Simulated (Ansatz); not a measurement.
# (KCl)2(NaI)1 [001] superlattice, started as rocksalt type: following an unstable mode, part 2 of 3

Which phase does (KCl)2(NaI)1 [001] superlattice, started as rocksalt type fall into along its unstable mode, and how much energy does it gain?

Ansatz 0.2.0; DFT PBE, scalar-relativistic, plane waves, PAW.

So far. Step 2 (Linear response at the zone centre): Before it was imposed, the acoustic sum rule was missed by 5.8e-4 eV/Å² and the charge sum rule by 0.0075 e. Small misses are needed for a sound result but don't prove that mesh and cutoff are converged. The lowest optical mode is imaginary, 49.5i cm⁻¹, so the energy falls along it.

The structure was built from a prototype and need not be the compound's stable phase.

### 3. The mode frozen in, largest atomic shift 0 Å

The mode followed lies at Γ with frequency 49.5i cm⁻¹, the softest among the wavevectors solved. At small amplitude the distorted cell has space group no. 107 by a symmetry search on the positions. The undistorted cell that holds it gives the zero of energy on the same k mesh.

The input, input.yaml:

```yaml
crystal:
  lattice:
    - [3.2007007327, 3.2007007327, 0.0]
    - [-3.2007007327, 3.2007007327, 0.0]
    - [3.2007007327, 0.0, 9.8380085086]
  atoms:
    - { symbol: Cl, position: [0.5024928553, 0.4975071447, 0.9950142894] }
    - { symbol: Cl, position: [0.830840478, 0.169159522, 0.3383190439] }
    - { symbol: I, position: [0.1666666667, 0.8333333333, 0.6666666667] }
    - { symbol: K, position: [0.9924971485, 0.0075028515, 0.015005703] }
    - { symbol: K, position: [0.3408361848, 0.6591638152, 0.3183276304] }
    - { symbol: Na, position: [0.6666666667, 0.3333333333, 0.6666666667] }
kpoints:
  mp_grid: { grid: [4, 4, 4] }
hamiltonian:
  xc: pbe
scf:
  occupations: { method: gaussian, width: 0.02 }
output:
  forces: true
  stress: true
  eigenvalues: true
```

The run is started by

```
$ ansatz run input.yaml --threads 8 --pin off --max-ram 14336MiB --backend cpu --events-out ev --progress --plain --runs-dir out
```

Numbers of over 12 decimals in the logs are rounded to 6 here.

Log:

```text
[...]
Crystal: 6 atoms, lattice volume = 201.571 Å³
Basis set: ecut = 420 eV, 3945 PW (Γ), exchange–correlation on 64×64×144 points (8 copies of the dense FFT grid, shifted against one another)
Bands: 35, of which v1, the nominal top of the filled ones, is band 29 counted from 1 (28 counted from 0)
Symmetry: 16 space group operations
[...]
k-points: 13 of 64
[...]
k-point 0: bands = [... 25 lower, 0.8731, 1.3724, 1.5933, 1.5933, 5.7273, 7.2835, 7.7582, 7.9686, ... 1 higher]
  k-point 1: bands = [... 25 lower, 0.8903, 1.2407, 1.5886, 1.5886, 5.9322, 7.0496, 7.6099, 8.2544, ... 1 higher]
  k-point 2: bands = [... 25 lower, 0.9028, 1.0688, 1.5838, 1.5838, 6.2546, 6.7172, 7.5358, 8.1920, ... 1 higher]
  k-point 12: bands = [... 25 lower, 0.6330, 0.8054, 0.8054, 1.3323, 6.8564, 7.6656, 7.6656, 8.9596, ... 1 higher]
[key lines of the parts left out:]
SCF converged after 6 iterations
Free energy (F): -14244.217151 eV
Fermi energy:    3.699378 eV
P = ⅓ Tr σ = 0.0002 GPa (0.002 kbar)
```

Wall time 0.67 s (8 threads of Intel Xeon Platinum 8488C (Sapphire Rapids), shared host); peak memory 0.75 GiB.

Numbers from this step:

```yaml
pressure: 1.64e-4 GPa
energy_from_the_undistorted_cell: 0 meV/atom
```

At this level the gap is 4.06 eV on the k-mesh of the self-consistent run, which can miss the band edges.

### 4. The mode frozen in, largest atomic shift 0.22 Å

The atoms are moved along the unstable eigenvector, the largest shift by 0.22 Å, with the cell fixed.

input.yaml, the sections that differ from step 3:

```yaml
crystal:
  lattice:
    - [3.2007007327, 3.2007007327, 0.0]
    - [-3.2007007327, 3.2007007327, 0.0]
    - [3.2007007327, 0.0, 9.8380085086]
  atoms:
    - { symbol: Cl, position: [0.4990400892, 0.5009599108, 1.0019198216] }
    - { symbol: Cl, position: [0.827387712, 0.172612288, 0.345224576] }
    - { symbol: I, position: [0.1666332141, 0.8333667859, 0.6667335718] }
    - { symbol: K, position: [0.9923947773, 0.0076052227, 0.0152104455] }
    - { symbol: K, position: [0.3407338136, 0.6592661864, 0.3185323729] }
    - { symbol: Na, position: [0.6778477914, 0.3221522086, 0.6443044173] }
# kpoints, hamiltonian, scf, output: as in step 3
```

Log:

```text
[...]
Crystal: 6 atoms, lattice volume = 201.571 Å³
Basis set: ecut = 420 eV, 3945 PW (Γ), exchange–correlation on 64×64×144 points (8 copies of the dense FFT grid, shifted against one another)
Bands: 35, of which v1, the nominal top of the filled ones, is band 29 counted from 1 (28 counted from 0)
Symmetry: 8 space group operations
[...]
k-points: 13 of 64 (time reversal used)
[...]
k-point 0: bands = [... 25 lower, 0.9389, 1.3768, 1.6233, 1.6233, 5.7396, 7.2849, 7.7203, 8.0008, ... 1 higher]
  k-point 1: bands = [... 25 lower, 0.9442, 1.2470, 1.6189, 1.6189, 5.9458, 7.0487, 7.5932, 8.2603, ... 1 higher]
  k-point 2: bands = [... 25 lower, 0.9494, 1.0776, 1.6145, 1.6145, 6.2786, 6.7046, 7.5229, 8.1839, ... 1 higher]
  k-point 12: bands = [... 25 lower, 0.7405, 0.8162, 0.8162, 1.3503, 6.8909, 7.6622, 7.6622, 8.9613, ... 1 higher]
[key lines of the parts left out:]
SCF converged after 6 iterations
Free energy (F): -14244.221032 eV
Fermi energy:    3.722442 eV
P = ⅓ Tr σ = 0.0634 GPa (0.634 kbar)
```

The job ended after 0.81 s (8 threads; peak memory 0.69 GiB).

Numbers from this step:

```yaml
pressure: 0.06344 GPa
gap_on_the_k_mesh: 4.035 eV
energy_from_the_undistorted_cell: -0.647 meV/atom
```

The energy, extrapolated to zero smearing, is -0.65 meV/atom against the undistorted cell.

The run ends at a pressure of 0.06 GPa, with forces up to 0.035 eV/Å.

### 5. Energy along the mode, all amplitudes (two of the runs are shown above)

An imaginary frequency means negative curvature, so the energy should fall and then rise again as anharmonic terms take over.

This step gave:

- depth at the lowest point sampled: 0.647 meV/atom
- largest atomic shift at that point: 0.22 Å

Table of energy from the parent by largest atomic shift:

```
largest atomic shift (Å)  energy from the parent (meV/atom)
                   0.000                                  0
                   0.040                             -0.035
                   0.080                             -0.135
                   0.140                             -0.368
                   0.220                             -0.647
                   0.320                             -0.278
                   0.450                               3.86
                   0.600                               21.4
```

Displacement at unit largest shift by atom:

```
atom  x (Å)  y (Å)  z (Å)  size
 Cl1   0.00   0.00   0.31  0.31
 Cl2   0.00   0.00   0.31  0.31
  I3   0.00   0.00   0.00  0.00
  K4   0.00   0.00   0.01  0.01
  K5   0.00   0.00   0.01  0.01
 Na6   0.00   0.00  -1.00  1.00
```

The lowest of the steps tried is at 0.22 Å, 0.647 meV/atom below the parent; the bottom of the well need not coincide with a step.

### 6. Relaxing from the distorted cell

Starting from the lowest point found, all atoms and the cell are let go, so that strain and other modes of the same symmetry can join in.

input.yaml: that of step 4 with these lines changed.

```diff
@@ -17,3 +17,3 @@
 scf:
-  occupations: { method: gaussian, width: 0.02 }
+  occupations: { method: fixed }
 output:
@@ -22 +22,6 @@
   eigenvalues: true
+relax:
+  adjacent_minimum: "off"
+  f_tol: 0.002
+  max_steps: 120
+  cell: { stress_tol: 0.03 }
```

Log:

```text
[...]
Crystal: 6 atoms, lattice volume = 201.571 Å³
Basis set: ecut = 420 eV, 3945 PW (Γ), exchange–correlation on 64×64×144 points (8 copies of the dense FFT grid, shifted against one another)
Bands: 35, of which v1, the nominal top of the filled ones, is band 29 counted from 1 (28 counted from 0)
Symmetry: 8 space group operations
[...]
k-points: 13 of 64 (time reversal used)
[...]
SCF iter   1: F=—  HF=-14244.225248 eV  |F-HF|=—  |Δ(HF+E_count)|=         —  Δρ=5.06e-4  dr2=2.76e-3  ethr=1.77e-3  ⟨swp⟩=5.9  Hψ=1629  notcnv=0  defer=47
[...]
SCF iter   6: F=-14244.221032 eV  HF=-14244.221032 eV  |F-HF|=5.69e-8  |Δ(HF+E_count)|=   4.48e-7  Δρ=8.20e-6  dr2=8.61e-8  ethr=1.72e-10  ⟨swp⟩=16.4  Hψ=3312  notcnv=0
SCF 1 converged in 6 iterations: F = -14244.221032 eV  dr2 = 8.61e-8
[...]
relax step   1: F+E_penalty+E_count = -14244.22103192 eV  Δ(F+E_penalty+E_count) = +0.000e0 eV  max|allowed force component| = 3.508e-2 eV/Å  Δτ_max = 0.0000 Å  P = +0.063 GPa  Ω = 201.571 Å³  (6 SCF iters, dr2 threshold 1.00e-7 eV, accepted)
Crystal: 6 atoms, lattice volume = 202.092 Å³
[...]
iter 1 solved again at ethr=2.59e-6 eV; its pass at ethr=3.10e-3 eV (dr2=1.50e-3 eV) is discarded
[...]
SCF iter   5: F=-14244.222388 eV  HF=-14244.222388 eV  |F-HF|=2.27e-8  |Δ(HF+E_count)|=   1.29e-7  Δρ=4.61e-6  dr2=5.47e-8  ethr=1.78e-10  ⟨swp⟩=13.0  Hψ=2857  notcnv=0
SCF 2 converged in 5 iterations: F = -14244.222388 eV  dr2 = 5.47e-8
relax step   2: F+E_penalty+E_count = -14244.22238760 eV  Δ(F+E_penalty+E_count) = -1.356e-3 eV  max|allowed force component| = 2.318e-2 eV/Å  Δτ_max = 0.0156 Å  P = +0.046 GPa  Ω = 202.092 Å³  energy of the carried Pulay correction = -1.425e-5 eV  (5 SCF iters, dr2 threshold 1.03e-7 eV, accepted)
Crystal: 6 atoms, lattice volume = 203.581 Å³
Basis set: ecut = 420 eV, 4001 PW (Γ), exchange–correlation on 64×64×144 points (8 copies of the dense FFT grid, shifted against one another)
[...]
SCF iter   6: F=-14244.225445 eV  HF=-14244.225445 eV  |F-HF|=4.30e-8  |Δ(HF+E_count)|=   2.24e-7  Δρ=3.15e-6  dr2=3.02e-8  ethr=1.49e-10  ⟨swp⟩=11.8  Hψ=3124  notcnv=0
SCF 3 converged in 6 iterations: F = -14244.225445 eV  dr2 = 3.02e-8
relax step   3: F+E_penalty+E_count = -14244.22544460 eV  Δ(F+E_penalty+E_count) = -3.057e-3 eV  max|allowed force component| = 3.934e-2 eV/Å  Δτ_max = 0.0483 Å  P = +0.004 GPa  Ω = 203.581 Å³  energy of the carried Pulay correction = -5.477e-5 eV  (6 SCF iters, dr2 threshold 8.65e-8 eV, accepted)
[... from here on, the SCF cycles and remarks between the steps are left out ...]
relax step   4: F+E_penalty+E_count = -14244.23161471 eV  Δ(F+E_penalty+E_count) = -6.170e-3 eV  max|allowed force component| = 9.127e-2 eV/Å  Δτ_max = 0.1622 Å  P = -0.033 GPa  Ω = 207.008 Å³  energy of the carried Pulay correction = -1.469e-4 eV  (7 SCF iters, dr2 threshold 9.67e-8 eV, accepted)
relax step   5: F+E_penalty+E_count = -14244.23330892 eV  Δ(F+E_penalty+E_count) = -1.694e-3 eV  max|allowed force component| = 3.955e-2 eV/Å  Δτ_max = 0.0977 Å  P = -0.020 GPa  Ω = 209.398 Å³  energy of the carried Pulay correction = -2.102e-4 eV  (6 SCF iters, dr2 threshold 5.21e-7 eV, accepted)
relax step   6: F+E_penalty+E_count = -14244.23563797 eV  Δ(F+E_penalty+E_count) = -2.329e-3 eV  max|allowed force component| = 1.674e-2 eV/Å  Δτ_max = 0.0561 Å  P = -0.049 GPa  Ω = 208.602 Å³  energy of the carried Pulay correction = -1.892e-4 eV  (6 SCF iters, dr2 threshold 9.78e-8 eV, accepted)
relax step   7: F+E_penalty+E_count = -14244.23581347 eV  Δ(F+E_penalty+E_count) = -1.755e-4 eV  max|allowed force component| = 1.192e-2 eV/Å  Δτ_max = 0.0106 Å  P = -0.027 GPa  Ω = 208.512 Å³  energy of the carried Pulay correction = -1.868e-4 eV  (6 SCF iters, dr2 threshold 1.75e-8 eV, accepted)
relax step   8: F+E_penalty+E_count = -14244.23574666 eV  Δ(F+E_penalty+E_count) = +6.681e-5 eV  max|allowed force component| = 1.641e-2 eV/Å  Δτ_max = 0.0102 Å  P = +0.007 GPa  Ω = 208.250 Å³  energy of the carried Pulay correction = -1.799e-4 eV  (6 SCF iters, dr2 threshold 8.88e-9 eV, rejected (line search))
relax step   9: F+E_penalty+E_count = -14244.23589810 eV  Δ(F+E_penalty+E_count) = -8.463e-5 eV  max|allowed force component| = 4.432e-3 eV/Å  Δτ_max = 0.0050 Å  P = -0.006 GPa  Ω = 208.301 Å³  energy of the carried Pulay correction = -1.813e-4 eV  (8 SCF iters, accepted)
relax step  10: F+E_penalty+E_count = -14244.23590364 eV  Δ(F+E_penalty+E_count) = -5.542e-6 eV  max|allowed force component| = 2.395e-3 eV/Å  Δτ_max = 0.0030 Å  P = -0.003 GPa  Ω = 208.282 Å³  energy of the carried Pulay correction = -1.807e-4 eV  (5 SCF iters, dr2 threshold 1.23e-9 eV, accepted)
relax step  11: F+E_penalty+E_count = -14244.23590925 eV  Δ(F+E_penalty+E_count) = -5.607e-6 eV  max|allowed force component| = 3.626e-4 eV/Å  Δτ_max = 0.0013 Å  P = +0.001 GPa  Ω = 208.218 Å³  energy of the carried Pulay correction = -1.791e-4 eV  (6 SCF iters, dr2 threshold 3.59e-10 eV, accepted)
Basis set: ecut = 420 eV, 4051 PW (Γ), exchange–correlation on 64×64×150 points (8 copies of the dense FFT grid, shifted against one another)
[...]
SCF iter   7: F=-14244.236086 eV  HF=-14244.236086 eV  |F-HF|=1.76e-10  |Δ(HF+E_count)|=   2.56e-8  Δρ=6.82e-8  dr2=6.69e-12  ethr=1.00e-12  ⟨swp⟩=16.8  Hψ=3798  notcnv=0
SCF 12 converged in 7 iterations: F = -14244.236086 eV  dr2 = 6.69e-12
relax step  12: F+E_penalty+E_count = -14244.23608554 eV  Δ(F+E_penalty+E_count) = -1.763e-4 eV  max|allowed force component| = 3.609e-4 eV/Å  Δτ_max = 0.0000 Å  P = +0.001 GPa  Ω = 208.218 Å³  stress off target by 1.85e-3 GPa  SCF on the basis re-selected at this cell (its energy is not comparable with the rows above)  (7 SCF iters)
basis re-selected at this cell: Δ(F+E_penalty+E_count) = -1.763e-4 eV, ΔP = +0.000 GPa vs the last step (what re-selecting the basis moved, of the pressure what is left beyond the Pulay correction that the steps carried, after the strain that the cell walked since its last selection, with what the two solves' SCF thresholds leave and, on support functions, any second-order correction that the steps lacked; it is no measure of the basis error at this ecutwfc). The dense FFT grid was sized anew with the basis: this SCF ran on 32×32×75 points, the steps before it on 32×32×72, so part of this shift can come from that change (see relax.cell in the input reference). [rest of the remark cut]
SCF converged after 7 iterations
Free energy (F): -14244.236086 eV
[...]
Internal energy: -14244.236086 eV  (E = F + TS)
E sigma→0 (E₀):  -14244.236086 eV
Fermi energy:    1.466849 eV
[...]
--- Forces (eV/Å), atoms counted from 1 ---
  atom   1  Cl     0.00000000    -0.00000000     0.00033855
  atom   2  Cl    -0.00000000     0.00000000     0.00005382
  atom   3  I     -0.00000000    -0.00000000    -0.00013413
  atom   4  K     -0.00000000     0.00000000    -0.00035923
  atom   5  K      0.00000000    -0.00000000     0.00007266
  atom   6  Na    -0.00000000     0.00000000     0.00003809
  max |Σ_I F_I| component: 9.77e-6 eV/Å
--- Stress (GPa, compression-positive) ---
        0.001846      -0.000000       0.000000
       -0.000000       0.001846      -0.000000
        0.000000      -0.000000       0.000119
  P = ⅓ Tr σ = 0.0013 GPa (0.013 kbar)
--- Band table (eV; the first three rows and the last of 13) ---
  k-point 0: bands = [... 25 lower, 0.8154, 1.0470, 1.3563, 1.3563, 5.4378, 6.9432, 7.5068, 7.8639, ... 2 higher]
  k-point 1: bands = [... 25 lower, 0.8177, 0.9345, 1.3539, 1.3539, 5.6112, 6.7493, 7.4234, 7.8740, ... 2 higher]
  k-point 2: bands = [... 25 lower, 0.8201, 0.8201, 1.3514, 1.3514, 5.8598, 6.4898, 7.3695, 7.8050, ... 2 higher]
  k-point 12: bands = [... 25 lower, 0.5409, 0.5409, 0.6700, 1.0799, 6.4976, 7.4441, 7.4441, 8.6342, ... 2 higher]
--- Relaxed structure (11 steps of the walk, 10 accepted, 1 SCFs on fresh bases) ---
  F+E_penalty+E_count = -14244.23608554 eV   max|allowed force component| = 3.609e-4 eV/Å   (the final SCF, on the basis selected at the relaxed cell)
  cell:  # Å, volume = 208.2184 Å³
    - [3.176925, 3.176925, 2.817988340939326e-17]
    - [-3.176925, 3.176925, -2.817988340939325e-17]
    - [3.176925, 0, 10.315141]
  atoms:
    - { symbol: Cl, position: [0.487161, 0.512839, 1.025678] }
    - { symbol: Cl, position: [0.827011, 0.172989, 0.345979] }
    - { symbol: I, position: [0.166720, 0.833280, 0.666560] }
    - { symbol: K, position: [0.993125, 0.00687513, 0.013750] }
    - { symbol: K, position: [0.338437, 0.661563, 0.323126] }
    - { symbol: Na, position: [0.691584, 0.308416, 0.616831] }
```

The job ended after 11 s (8 threads; peak memory 0.77 GiB; 72 s of CPU time).

Step by step:

```
step  energy less that of the first step (eV)  largest force component (eV/Å)  pressure (GPa)  volume (Å³)
   1                                   0.0000                          0.0351            0.06       201.57
   2                                  -0.0014                          0.0232            0.05       202.09
   3                                  -0.0044                          0.0393            0.00       203.58
   4                                  -0.0106                          0.0913           -0.03       207.01
   5                                  -0.0123                          0.0396           -0.02       209.40
   6                                  -0.0146                          0.0167           -0.05       208.60
   7                                  -0.0148                          0.0119           -0.03       208.51
   8                                  -0.0147                          0.0164            0.01       208.25
   9                                  -0.0149                          0.0044           -0.01       208.30
  10                                  -0.0149                          0.0024            0.00       208.28
  11                                  -0.0149                          0.0004            0.00       208.22
 12*                                  -0.0151                          0.0004            0.00       208.22
```

Relaxation steps marked * repeat the geometry before them on a plane-wave basis chosen anew for their cell, so energy and pressure can jump there. Relaxation step 8 was tried and not accepted.

The run keeps the 8 symmetry operations that it works with, so distortions that break them were not tested.

```
conventional cell, symmetrised  before   after  change
                         a (Å)   4.526   4.493  -0.7 %
                         b (Å)   4.526   4.493  -0.7 %
                         c (Å)  19.676  20.630  +4.8 %
              volume (Å³/atom)   33.60   34.70  +3.3 %
```

The atoms that moved most (Å, as changes of fractional coordinates times the final cell):

```
atom     dx     dy      dz  length
 Na6  0.000  0.000  -0.283   0.283
 Cl1  0.000  0.000   0.245   0.245
  K5  0.000  0.000   0.047   0.047
  K4  0.000  0.000  -0.015   0.015
 Cl2  0.000  0.000   0.008   0.008
```

Final coordinates:

```cif
data_structure
_symmetry_space_group_name_H-M 'P 1'
_symmetry_Int_Tables_number 1
_cell_length_a 4.4929
_cell_length_b 4.4929
_cell_length_c 10.7933
_cell_angle_alpha 102.013
_cell_angle_beta 77.987
_cell_angle_gamma 90.000
_cell_volume 208.22
loop_
_atom_site_label
_atom_site_type_symbol
_atom_site_fract_x
_atom_site_fract_y
_atom_site_fract_z
_atom_site_occupancy
Cl1 Cl 0.48716 0.51284 0.02568 1
Cl2 Cl 0.82701 0.17299 0.34598 1
I3 I 0.16672 0.83328 0.66656 1
K4 K 0.99312 0.00688 0.01375 1
K5 K 0.33844 0.66156 0.32313 1
Na6 Na 0.69158 0.30842 0.61683 1
```

This step gave:

- pressure: 0.001270 GPa
- gap on the k-mesh: 3.971 eV
- volume per atom: 34.70 Å³

The distorted start has space group I4mm; the relaxation ends in I4mm.

### 7. The new phase in its own primitive cell

The relaxed structure is symmetrised, reduced to its primitive cell and relaxed tightly, as its phonons need.

The input, input.yaml:

```yaml
crystal:
  lattice:
    - [-2.246425426, 2.246425426, 10.315141245]
    - [2.246425426, -2.246425426, 10.315141245]
    - [2.246425426, 2.246425426, -10.315141245]
  atoms:
    - { symbol: Cl, position: [0.5128392405, 0.5128392405, 0.0] }
    - { symbol: Cl, position: [0.1729893623, 0.1729893623, 0.0] }
    - { symbol: I, position: [0.8332801597, 0.8332801597, 0.0] }
    - { symbol: K, position: [0.0068751329, 0.0068751329, 0.0] }
    - { symbol: K, position: [0.6615630769, 0.6615630769, 0.0] }
    - { symbol: Na, position: [0.3084156303, 0.3084156303, 0.0] }
kpoints:
  mp_grid: { grid: [6, 6, 6] }
hamiltonian:
  xc: pbe
scf:
  occupations: { method: fixed }
output:
  forces: true
  stress: true
  eigenvalues: true
relax:
  adjacent_minimum: "off"
  f_tol: 0.001
  max_steps: 60
  cell: { stress_tol: 0.01 }
```

Log:

```text
[...]
cell:  # Å, volume = 208.1468 Å³
    - [-2.245433, 2.245433, 10.320707]
    - [2.245433, -2.245433, 10.320707]
    - [2.245433, 2.245433, -10.320707]
  atoms:
    - { symbol: Cl, position: [0.512919, 0.512919, 0] }
    - { symbol: Cl, position: [0.172993, 0.172993, 0] }
    - { symbol: I, position: [0.833292, 0.833292, 0] }
    - { symbol: K, position: [0.00686426, 0.00686426, 0] }
    - { symbol: K, position: [0.661553, 0.661553, 0] }
    - { symbol: Na, position: [0.308341, 0.308341, 0] }
[key lines of the parts left out:]
SCF converged after 6 iterations
Free energy (F): -14244.239182 eV
Fermi energy:    1.467629 eV
P = ⅓ Tr σ = 0.0016 GPa (0.016 kbar)
```

Elapsed: 9.4 s, on 8 threads; peak memory 0.82 GiB.

Little changed from the start: no atom moved by 0.005 Å and no cell edge by 0.1 %.

This step gave:

```
pressure           : 0.001581 GPa
gap on the k-mesh  : 3.973 eV
volume per atom    : 34.69 Å³
direct gap on mesh : 4.084 eV
```

The largest force component left is 0.73 meV/Å and the pressure is 0.002 GPa, within the tolerances set. The cell now holds 34.69 Å³/atom.

[end of part 2 of 3]

[Logs are printed without paths, hosts, clocks, repeated set-up lines and the standing remarks that a program may print on its own settings, such as how far it seeks lower states.]

[Hosts, paths, dates, database ids (printed as entryN), source tags and the programs' standing remarks are cut or masked in the printed files.]
